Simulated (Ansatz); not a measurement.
# A hypothetical structure for SrCaNi4, part 2 of 2

Starting from a made-up structure for SrCaNi4, the aim is the relaxed cell, its shortest contacts and, where a second run follows, its electronic structure.

Ansatz 0.2.0; DFT, PBE, plane-wave PAW, files of the set soft_1, scalar-relativistic, ferromagnetic start, cell and ions relaxed at zero pressure; PAW set soft_1 (the session's first sound run).

So far: Starting point; Relaxing cell and atoms. The relaxed cell has a = 7.320 Å (conventional setting).

## Step 3: Electronic structure of the relaxed cell

A second self-consistent run takes a narrower smearing and the mesh shown in its input; the bands follow along the standard path of the relaxed lattice.

This step: DFT, PBE, plane-wave PAW, files of the set soft_1, scalar-relativistic, no spin, bands and density of states at the relaxed cell; PAW set soft_1 (Ansatz 0.2.0).

Input file input.yaml:

```yaml
crystal:
  lattice:
    - [0.0, 3.6598087534, 3.6598087534]
    - [3.6598087534, 0.0, 3.6598087534]
    - [3.6598087534, 3.6598087534, 0.0]
  atoms:
    - { symbol: Sr, position: [0.75, 0.75, 0.75] }
    - { symbol: Ni, position: [0.1256938938, 0.6229183185, 0.1256938938] }
    - { symbol: Ni, position: [0.1256938938, 0.1256938938, 0.6229183185] }
    - { symbol: Ni, position: [0.1256938938, 0.1256938938, 0.1256938938] }
    - { symbol: Ni, position: [0.6229183185, 0.1256938938, 0.1256938938] }
    - { symbol: Ca, position: [0.5, 0.5, 0.5] }
kpoints:
  mp_grid: { grid: [8, 8, 8] }
  band_path:
    path:
      - [[0.0, 0.0, 0.0], [0.5, 0.0, 0.5], [0.5, 0.25, 0.75], [0.375, 0.375, 0.75], [0.0, 0.0, 0.0], [0.5, 0.5, 0.5], [0.625, 0.25, 0.625], [0.5, 0.25, 0.75], [0.5, 0.5, 0.5], [0.375, 0.375, 0.75]]
      - [[0.625, 0.25, 0.625], [0.5, 0.0, 0.5]]
    npoints: 8
scf:
  occupations: { method: fermi_dirac, width: 0.03 }
  n_extra_bands: 10
hamiltonian:
  xc: pbe
  pseudopotentials: { kind: paw, azcp: { folder: soft_1 } }
output:
  forces: true
  stress: true
  write_bands: true
  dos: { projected: true }
  write_density: true
  write_potential: true
  elf: true
  volumetric_format: npy
```

Launch:

```console
$ ansatz run input.yaml --threads 4 --pin off --max-ram 10240MiB --backend cpu --events-out ev --progress --plain --runs-dir out
```

Numbers of over 12 decimals in the logs are rounded to 6 here.

Output:

```text
[...]
Crystal: 6 atoms, lattice volume = 98.040 Å³
Basis set: ecut = 420 eV, 1917 PW (Γ), exchange–correlation on 72×72×72 points (8 copies of the dense FFT grid, shifted against one another)
Bands: 56, of which v1, the nominal top of the filled ones, is band 46 counted from 1 (45 counted from 0)
Symmetry: 24 space group operations
[...]
k-points: 29 of 512 (time reversal used)
[...]
SCF iter   1: F=—  HF=-28721.493513 eV  |F-HF|=—  |Δ(HF+E_count)|=         —  Δρ=1.08e-1  dr2=1.04e1  ethr=3.10e-3  ⟨swp⟩=8.5  Hψ=7417  notcnv=0
[...]
SCF iter   9: F=-28720.488351 eV  HF=-28720.488351 eV  |F-HF|=4.67e-8  |Δ(HF+E_count)|=   4.73e-7  Δρ=8.55e-6  dr2=9.10e-8  ethr=1.09e-10  ⟨swp⟩=16.5  Hψ=14102  notcnv=0
SCF 1 converged in 9 iterations: F = -28720.488351 eV  dr2 = 9.10e-8
[...]
NSCF: frozen V_eff on 82 k-points
SCF converged after 9 iterations
Free energy (F): -28720.488351 eV
[...]
Internal energy: -28720.468401 eV  (E = F + TS)
E sigma→0 (E₀):  -28720.478376 eV
Entropy (-TS):   -0.019949 eV (-3.325 meV/atom)
Fermi energy:    13.109210 eV
[...]
--- Forces (eV/Å), atoms counted from 1 ---
  atom   1  Sr     0.00000000     0.00000000    -0.00000000
  atom   2  Ni     0.00066119    -0.00066119     0.00066119
  atom   3  Ni     0.00066119     0.00066119    -0.00066119
  atom   4  Ni    -0.00066119    -0.00066119    -0.00066119
  atom   5  Ni    -0.00066119     0.00066119     0.00066119
  atom   6  Ca    -0.00000000     0.00000000    -0.00000000
  max |Σ_I F_I| component: 4.03e-17 eV/Å
--- Stress (GPa, compression-positive) ---
        0.042716       0.000000       0.000000
       -0.000000       0.042716      -0.000000
        0.000000      -0.000000       0.042716
  P = ⅓ Tr σ = 0.0427 GPa (0.427 kbar)
--- Band table (eV; the first three rows and the last of 29) ---
  k-point 0: bands = [... 42 lower, 13.2160, 13.2160, 13.2160, 13.4399, 13.4399, 13.7996, 13.7996, 13.7996, ... 6 higher]
  k-point 1: bands = [... 42 lower, 12.9048, 12.9048, 13.2160, 13.2322, 13.7047, 13.7047, 13.7933, 14.0694, ... 6 higher]
  k-point 2: bands = [... 42 lower, 12.4072, 12.6269, 12.6269, 13.2159, 13.8192, 14.1445, 14.1445, 14.4496, ... 6 higher]
  k-point 28: bands = [... 42 lower, 12.1927, 12.2396, 12.6334, 12.6416, 13.3204, 13.3679, 15.4314, 15.4993, ... 6 higher]
```

It took 14 s on 4 threads of Arm Neoverse V1, shared host; peak memory 0.6 GiB.

The column dr2 measures how far the density is from self-consistency, as an energy; F and HF (Harris–Foulkes) agree once it is small.

This step gave:

```yaml
free_energy: -28720.4884 eV
energy_at_zero_smearing: -28720.4784 eV
smearing_term_ts: 0.01995 eV
fermi_energy: 13.11 eV
pressure: 0.04272 GPa
```

From bands.tsv, the bands that come nearest the Fermi level along the path, at its corners, in eV from the Fermi level:

| point | band 43 | band 44 | band 45 | band 46 | band 47 | band 48 | band 49 | band 50 |
| --- | --- | --- | --- | --- | --- | --- | --- | --- |
| Γ | 0.11 | 0.11 | 0.11 | 0.33 | 0.33 | 0.69 | 0.69 | 0.69 |
| X | -0.67 | -0.67 | -0.64 | -0.63 | 0.57 | 0.79 | 1.57 | 1.57 |
| W | -0.92 | -0.87 | -0.48 | -0.47 | 0.21 | 0.26 | 2.32 | 2.39 |
| K | -0.82 | -0.79 | -0.59 | -0.45 | 0.04 | 1.05 | 1.46 | 2.56 |
| Γ | 0.11 | 0.11 | 0.11 | 0.33 | 0.33 | 0.69 | 0.69 | 0.69 |
| L | -0.73 | -0.58 | -0.58 | 0.11 | 1.07 | 1.48 | 1.48 | 1.78 |
| U | -0.82 | -0.79 | -0.59 | -0.45 | 0.04 | 1.05 | 1.46 | 2.56 |
| W | -0.92 | -0.87 | -0.48 | -0.47 | 0.21 | 0.26 | 2.32 | 2.39 |
| L | -0.73 | -0.58 | -0.58 | 0.11 | 1.07 | 1.48 | 1.48 | 1.78 |
| K | -0.82 | -0.79 | -0.59 | -0.45 | 0.04 | 1.05 | 1.46 | 2.56 |
| U | -0.82 | -0.79 | -0.59 | -0.45 | 0.04 | 1.05 | 1.46 | 2.56 |
| X | -0.67 | -0.67 | -0.64 | -0.63 | 0.57 | 0.79 | 1.57 | 1.57 |

Counts of states for the cell as run, both spins, by energy window (eV from the Fermi level): Near the top, bands beyond those computed are missing, so counts there can be too low.

| from | to | total |
| --- | --- | --- |
| -8 | -7 | 0.00 |
| -7 | -6 | 0.15 |
| -6 | -5 | 0.75 |
| -5 | -4 | 1.10 |
| -4 | -3 | 2.00 |
| -3 | -2 | 9.05 |
| -2 | -1 | 18.51 |
| -1 | 0 | 12.34 |
| 0 | 1 | 3.15 |
| 1 | 2 | 4.33 |
| 2 | 3 | 5.49 |
| 3 | 4 | 2.37 |

A further 48.0 states lie below the table's range.

## Step 4: Results

```json
{
 "space group, relaxed": "F-43m",
 "conventional cell": "a = 7.320, b = 7.320, c = 7.320 Å; α = 90.0°, β = 90.0°, γ = 90.0°",
 "volume per atom": "16.34 Å³ (guess 17.79)",
 "total moment": "0.00 μB in the cell of 6 atoms"
}
```

What this shows: SrCaNi4 relaxes to F-43m with a = 7.320, b = 7.320 and c = 7.320 Å. The guessed volume was 9 % too large. The space group F-43m was held in the relaxation, so the end point is a stationary structure within it and may be a saddle against distortions or other arrangements. The moments died out from this one start and weren't seeded again at the relaxed cell. Bands cross the Fermi level, so it is a metal or semimetal at this level. On the 8×8×8 mesh with the narrower smearing (relaxed on 6×6×6) the largest force component is 0.001 eV/Å and the largest stress component is 0.043 GPa, within the relaxation's thresholds of 0.015 eV/Å and 0.05 GPa. The cutoff wasn't tested. No dispersion term is used, so weakly bound directions may come out too long. Nothing here tests whether the compound is stable against decomposition.

[Logs are printed without paths, hosts, clocks, repeated set-up lines and the standing remarks that a program may print on its own settings, such as how far it seeks lower states.]

[Hosts, paths, dates, database ids (printed as entryN), source tags and the programs' standing remarks are cut or masked in the printed files.]
